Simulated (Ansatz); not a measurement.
# Electron scattering at the Σ3 (111) boundary in fcc Ni, starting shift (0.25, 0.5), part 3 of 3

How much does the Σ3 (111) boundary in fcc Ni, starting shift (0.25, 0.5) reflect electrons?

Ansatz 0.2.0; Ansatz plane-wave DFT, PBE, PAW files, collinear spin; relaxation of a bicrystal slab with its lowest layers held; PAW set soft_1 (the session's first sound run).

So far. Step 3 (Transmission across the boundary): Nearest the Fermi level spin up passes 0.594 of 0.647 channels of the lower lead and spin down 1.47 of 1.71. Step 4 (Specific resistance): Averaged over the energies near the Fermi level, 86.3 % of the channels pass, which makes 0.0822 fΩ m².

**5. Single-crystal slab for reference**

The free faces cost energy too. A single-crystal slab with the same faces and held layers is relaxed, so that they cancel.

r

This step: Ansatz plane-wave DFT, PBE, PAW files, collinear spin; relaxation of a single-crystal slab with its lowest layers held; PAW set soft_1 (Ansatz 0.2.0).

System of this step: Ni slab, plane (1, 1, 1). The cell holds 10 atoms: 10 Ni. Cell: a = 2.492 Å, b = 2.492 Å, c = 29.311 Å, α = 90.0°, β = 90.0°, γ = 120.0°. It derives from Ni. Vacuum lies along c.

Contents of input.yaml:

```yaml
crystal:
  lattice:
    - [2.4918442969, 0.0, 0.0]
    - [-1.2459221485, 2.1580004634, 0.0]
    - [0.0, 0.0, 29.3112411374]
  atoms:
    - { symbol: Ni, position: [0.9999999999, 0.0, 0.1705830189], spin: 1.0 }
    - { symbol: Ni, position: [0.3333333332, 0.6666666667, 0.2399960587], spin: 1.0 }
    - { symbol: Ni, position: [0.6666666666, 0.3333333333, 0.3094090985], spin: 1.0 }
    - { symbol: Ni, position: [0.9999999999, 0.0, 0.3788221384], spin: 1.0 }
    - { symbol: Ni, position: [0.3333333333, 0.6666666667, 0.4482351782], spin: 1.0 }
    - { symbol: Ni, position: [0.6666666666, 0.3333333333, 0.517648218], spin: 1.0 }
    - { symbol: Ni, position: [1.0, 0.0, 0.5870612579], spin: 1.0 }
    - { symbol: Ni, position: [0.3333333333, 0.6666666667, 0.6564742977], spin: 1.0 }
    - { symbol: Ni, position: [0.6666666667, 0.3333333333, 0.7258873375], spin: 1.0 }
    - { symbol: Ni, position: [0.0, 0.0, 0.7953003774], spin: 1.0 }
magnetization:
  spin_polarized: true
kpoints:
  mp_grid: { grid: [11, 11, 1] }
hamiltonian:
  xc: pbe
  pseudopotentials: { kind: paw, azcp: { folder: soft_1 } }
scf:
  occupations: { method: fermi_dirac, width: 0.1 }
relax:
  f_tol: 0.03
  max_steps: 80
  constraints: [{ sites: [0, 1] }]
```

The run is started by

```
$ ansatz run input.yaml --threads 8 --pin off --max-ram 15360MiB --backend cpu --events-out ev --progress --plain --runs-dir out
```

Numbers of over 12 decimals in the logs are rounded to 6 here.

The log of the run:

```text
Warning: crystal.symmetry: narrowed to the stabiliser of the relax constraints — unitary ops 12 → 6; lowered at sites 0, 1, 8, 9 (the operations that carried what is held of a site onto what its image site leaves free; the constrained walk keeps no symmetry that its constraints do not admit)
[...]
Crystal: 10 atoms, lattice volume = 157.618 Å³
Basis set: ecut = 420 eV, 2971 PW (Γ), exchange–correlation on 36×36×400 points (8 copies of the dense FFT grid, shifted against one another)
Bands: 114, of which v1, the nominal top of the filled ones, is band 90 counted from 1 (89 counted from 0)
Symmetry: 6 space group operations
k-points: 16 of 121 (time reversal used)
[...]
Starting moments: Σ|m| = 10 μB on 10 of 10 sites
[...]
SCF iter   1: F=—  HF=-58388.977391 eV  |F-HF|=—  |Δ(HF+E_count)|=         —  Δρ=4.24e-2 (↑2.20e-2 ↓4.24e-2)  dr2=8.94e0  dr2_m=2.05e-1  M=9.015 μB ∫|m|=9.592 μB  β_m=0.30  ethr=3.10e-3  ⟨swp⟩=6.5  Hψ=14374  notcnv=0  defer=113
[...]
SCF iter  13: F=-58396.224118 eV  HF=-58396.224131 eV  |F-HF|=1.29e-5  |Δ(HF+E_count)|=   1.19e-6  Δρ=5.70e-5 (↑3.18e-5 ↓5.70e-5)  dr2=1.33e-5  dr2_m=5.35e-7  M=6.301 μB ∫|m|=7.230 μB  ethr=1.20e-8  ⟨swp⟩=3.0  Hψ=13138  notcnv=0
SCF 1 converged in 13 iterations: F = -58396.224118 eV  dr2 = 1.33e-5
[...]
relax step   1: F+E_penalty+E_count = -58396.22411807 eV  Δ(F+E_penalty+E_count) = +0.000e0 eV  max|allowed force component| = 1.597e-1 eV/Å  Δτ_max = 0.0000 Å  (13 SCF iters, dr2 threshold 2.25e-5 eV, accepted)
[...]
SCF iter  10: F=-58396.225876 eV  HF=-58396.225876 eV  |F-HF|=3.32e-7  |Δ(HF+E_count)|=   3.38e-8  Δρ=9.27e-6 (↑4.51e-6 ↓9.27e-6)  dr2=3.51e-7  dr2_m=9.83e-9  M=6.300 μB ∫|m|=7.226 μB  ethr=1.68e-10  ⟨swp⟩=2.4  Hψ=11538  notcnv=0
SCF 2 converged in 10 iterations: F = -58396.225876 eV  dr2 = 3.51e-7
[...]
relax step   2: F+E_penalty+E_count = -58396.22587575 eV  Δ(F+E_penalty+E_count) = -1.758e-3 eV  max|allowed force component| = 9.487e-2 eV/Å  Δτ_max = 0.0217 Å  (10 SCF iters, dr2 threshold 1.59e-6 eV, accepted)
SCF iter   1: F=—  HF=-58396.227403 eV  |F-HF|=—  |Δ(HF+E_count)|=         —  Δρ=1.52e-3 (↑8.94e-4 ↓1.52e-3)  dr2=2.56e-2  dr2_m=1.16e-3  M=6.301 μB ∫|m|=7.225 μB  β_m=0.65  ethr=9.68e-5  ⟨swp⟩=4.6  Hψ=8448  notcnv=0  defer=299
[...]
SCF iter  13: F=-58396.226814 eV  HF=-58396.226814 eV  |F-HF|=4.36e-9  |Δ(HF+E_count)|=   1.68e-9  Δρ=1.00e-6 (↑4.68e-7 ↓1.00e-6)  dr2=5.40e-9  dr2_m=2.67e-10  M=6.298 μB ∫|m|=7.222 μB  ethr=1.42e-11  ⟨swp⟩=3.4  Hψ=9015  notcnv=0
SCF 3 converged in 13 iterations: F = -58396.226814 eV  dr2 = 5.40e-9
relax step   3: F+E_penalty+E_count = -58396.22681401 eV  Δ(F+E_penalty+E_count) = -9.383e-4 eV  max|allowed force component| = 2.813e-3 eV/Å  Δτ_max = 0.0328 Å  (13 SCF iters, accepted)
SCF converged after 13 iterations
Magnetization: 6.2977 μB (93.1489 up, 86.8511 down)
Absolute magnetization: 7.2330 μB (∫|ρ↑−ρ↓|, with the PAW one-centre terms)
[...]
Per-site moments (μB) at R_I (Å): [(0.713176, 1.027886), (0.692149, 1.026028), (0.653697, 1.026028), (0.642703, 1.026889), (0.644859, 1.026490), (0.644798, 1.026490), (0.642592, 1.026827), (0.652148, 1.026727), (0.691650, 1.017795), (0.712363, 1.017795)]
Free energy (F): -58396.226814 eV
[...]
Internal energy: -58395.675793 eV  (E = F + TS)
E sigma→0 (E₀):  -58395.951303 eV
Entropy (-TS):   -0.551021 eV (-55.102 meV/atom)
Fermi energy:    10.867103 eV
[...]
--- Forces (eV/Å), atoms counted from 1 ---
  atom   1  Ni     0.00000000     0.00000000     0.15704927
  atom   2  Ni    -0.00000000    -0.00000000    -0.15651632
  atom   3  Ni    -0.00000000     0.00000000     0.00010870
  atom   4  Ni     0.00000000     0.00000000    -0.00078691
  atom   5  Ni     0.00000000     0.00000000    -0.00049526
  atom   6  Ni    -0.00000000    -0.00000000    -0.00025227
  atom   7  Ni     0.00000000    -0.00000000     0.00144995
  atom   8  Ni     0.00000000    -0.00000000    -0.00056437
  atom   9  Ni    -0.00000000     0.00000000    -0.00281266
  atom  10  Ni    -0.00000000     0.00000000     0.00280543
  max |Σ_I F_I| component: 1.44e-5 eV/Å
--- Relaxed structure (3 steps of the walk, 3 accepted, 0 SCFs on fresh bases) ---
  F+E_penalty+E_count = -58396.22681401 eV   max|allowed force component| = 2.813e-3 eV/Å
  atoms:
    - { symbol: Ni, position: [1.0, 0.0, 0.17058301887] }
    - { symbol: Ni, position: [0.333333, 0.666667, 0.239996] }
    - { symbol: Ni, position: [0.666667, 0.333333, 0.309221] }
    - { symbol: Ni, position: [1.0, -1.25914411888625e-19, 0.378533] }
    - { symbol: Ni, position: [0.333333, 0.666667, 0.447858] }
    - { symbol: Ni, position: [0.666667, 0.333333, 0.517130] }
    - { symbol: Ni, position: [1.0, -2.6615949039842255e-19, 0.586450] }
    - { symbol: Ni, position: [0.333333, 0.666667, 0.655756] }
    - { symbol: Ni, position: [0.666667, 0.333333, 0.725051] }
    - { symbol: Ni, position: [-1.2607197561558259e-17, -8.100510582105549e-19, 0.793440] }
```

Run time: 27 s. Hardware: 8 threads of Intel Xeon Platinum 8375C at 2.90GHz (Ice Lake), shared host; peak memory 1.2 GiB; 3.2 min of CPU time.

Step by step:

| step | energy less that of the first step (eV) | largest force component (eV/Å) |
| --- | --- | --- |
| 1 | 0.0000 | 0.1597 |
| 2 | -0.0018 | 0.0949 |
| 3 | -0.0027 | 0.0028 |

The atoms that moved most (Å):

| atom | dx | dy | dz | length |
| --- | --- | --- | --- | --- |
| Ni10 | 0.000 | 0.000 | -0.055 | 0.055 |
| Ni9 | 0.000 | 0.000 | -0.025 | 0.025 |
| Ni8 | 0.000 | 0.000 | -0.021 | 0.021 |
| Ni7 | 0.000 | 0.000 | -0.018 | 0.018 |
| Ni6 | 0.000 | 0.000 | -0.015 | 0.015 |
| Ni5 | 0.000 | 0.000 | -0.011 | 0.011 |
| Ni4 | 0.000 | 0.000 | -0.008 | 0.008 |
| Ni3 | 0.000 | 0.000 | -0.006 | 0.006 |

Final coordinates:

```xyz
10
Lattice="2.4918 0.0000 0.0000 -1.2459 2.1580 0.0000 0.0000 0.0000 29.3112" Properties=species:S:1:pos:R:3
Ni    2.4918    0.0000    5.0000
Ni    0.0000    1.4387    7.0346
Ni    1.2459    0.7193    9.0636
Ni    2.4918    0.0000   11.0953
Ni    0.0000    1.4387   13.1273
Ni    1.2459    0.7193   15.1577
Ni    2.4918    0.0000   17.1896
Ni    0.0000    1.4387   19.2210
Ni    1.2459    0.7193   21.2521
Ni    0.0000    0.0000   23.2567
```

This step gave:

```
free energy             : -58396.2268 eV
energy at zero smearing : -58395.9513 eV
Fermi energy            : 10.87 eV
magnetization           : 6.298 μB
absolute magnetization  : 7.233 μB
```

The largest force component on a free atom ends at 0.0028 eV/Å, under the tolerance of 0.03, after 3 steps.

**6. Bulk reference**

The perfect crystal gives the energy per atom, for the atoms by which bicrystal and slab differ.

t

This step: Ansatz plane-wave DFT, PBE, PAW files, collinear spin; bulk reference; PAW set soft_1 (Ansatz 0.2.0).

System of this step: Ni. The structure is cubic, space group Fm-3m (No. 225). The conventional cell has a = 3.524 Å, b = 3.524 Å, c = 3.524 Å, α = 90.00°, β = 90.00°, γ = 90.00°. Nearest to Ni lie 12 Ni at 2.49 Å.

input.yaml, the sections that differ from step 5:

```yaml
crystal:
  lattice:
    - [0.0, 1.762, 1.762]
    - [1.762, 0.0, 1.762]
    - [1.762, 1.762, 0.0]
  atoms:
    - { symbol: Ni, position: [0.0, 0.0, 0.0], spin: 1.0 }
kpoints:
  mp_grid: { grid: [21, 21, 21] }
# magnetization, hamiltonian, scf: as in step 5
# relax: removed
```

The log of the run:

```text
[...]
Crystal: 1 atoms, lattice volume = 10.941 Å³
Basis set: ecut = 420 eV, 181 PW (Γ)
Bands: 14, of which v1, the nominal top of the filled ones, is band 9 counted from 1 (8 counted from 0)
Symmetry: 48 space group operations
[...]
k-points: 286 of 9261
[...]
Starting moments: Σ|m| = 1 μB on 1 of 1 site
[...]
SCF iter   1: F=—  HF=-5839.121648 eV  |F-HF|=—  |Δ(HF+E_count)|=         —  Δρ=5.33e-2 (↑5.14e-2 ↓5.33e-2)  dr2=6.62e-1  dr2_m=8.32e-3  M=0.821 μB ∫|m|=0.879 μB  β_m=0.30  ethr=3.10e-3  ⟨swp⟩=3.4  Hψ=35326  notcnv=0
[...]
SCF iter  11: F=-5839.751766 eV  HF=-5839.751766 eV  |F-HF|=7.14e-10  |Δ(HF+E_count)|=   2.64e-9  Δρ=2.25e-6 (↑1.50e-6 ↓2.25e-6)  dr2=8.65e-10  dr2_m=1.64e-11  M=0.624 μB ∫|m|=0.713 μB  ethr=4.68e-12  ⟨swp⟩=1.0  Hψ=23664  notcnv=0
SCF 1 converged in 11 iterations: F = -5839.751766 eV  dr2 = 8.65e-10
[...]
SCF converged after 11 iterations
Magnetization: 0.6244 μB (9.3122 up, 8.6878 down)
Absolute magnetization: 0.7139 μB (∫|ρ↑−ρ↓|, with the PAW one-centre terms)
[...]
Per-site moments (μB) at R_I (Å): [(0.662368, 1.027886)]
Free energy (F): -5839.751766 eV
[...]
Internal energy: -5839.697746 eV  (E = F + TS)
E sigma→0 (E₀):  -5839.724756 eV
Entropy (-TS):   -0.054020 eV (-54.020 meV/atom)
Fermi energy:    17.818625 eV
[...]
```

Elapsed: 1.5 s, on 8 threads; peak memory 0.37 GiB.

Numbers from this step:

- free energy: -5839.7518 eV
- energy at zero smearing: -5839.7248 eV
- Fermi energy: 17.82 eV
- magnetization: 0.6244 μB
- absolute magnetization: 0.7139 μB
- site moments: 0.6624 μB

The cell carries a net spin moment of 0.62 μB and an absolute one of 0.71 μB.

**7. Boundary energy**

o

This step: Ansatz plane-wave DFT, PBE, PAW files, collinear spin; bicrystal less single-crystal slab less bulk atoms, a boundary area; PAW set soft_1 (Ansatz 0.2.0).

Numbers from this step:

```yaml
excess_energy_of_the_cell: 0.02888 eV
boundary_energy: 0.08605 J/m²
```

The boundary costs 0.086 J/m².

By hand: 0.0289 eV / 5.377 Å² × 16.02 = 0.0861 J/m².

**8. Outcome**

| Property | Result |
| --- | --- |
| specific resistance of the boundary | 0.0822 fΩ m² |
| share of channels that pass | 0.863 |
| boundary energy | 0.0861 J/m² |

In words: The boundary has a specific resistance of 0.082 fΩ m² and an energy of 0.086 J/m². The boundary reflects 14 % of the channels; 0.082 fΩ m² is 0.82×10⁻¹² Ω·cm². That equals the resistance of 1.1 nm of bulk Ni at 300 K (measured 7.2 µΩ cm, CRC Handbook of Chemistry and Physics, 84th ed., 2003, Electrical Resistivity of Pure Metals). In the relaxation the upper grain slid sideways by about 1.1 Å, so the result belongs to the position that it found, not to the starting one. For this plane that is the coherent twin. One magnetic start was tried, and the two spins conduct in parallel without mixing.

[Logs are printed without paths, hosts, clocks, repeated set-up lines and the standing remarks that a program may print on its own settings, such as how far it seeks lower states.]

[Hosts, paths, dates, database ids (printed as entryN), source tags and the programs' standing remarks are cut or masked in the printed files.]
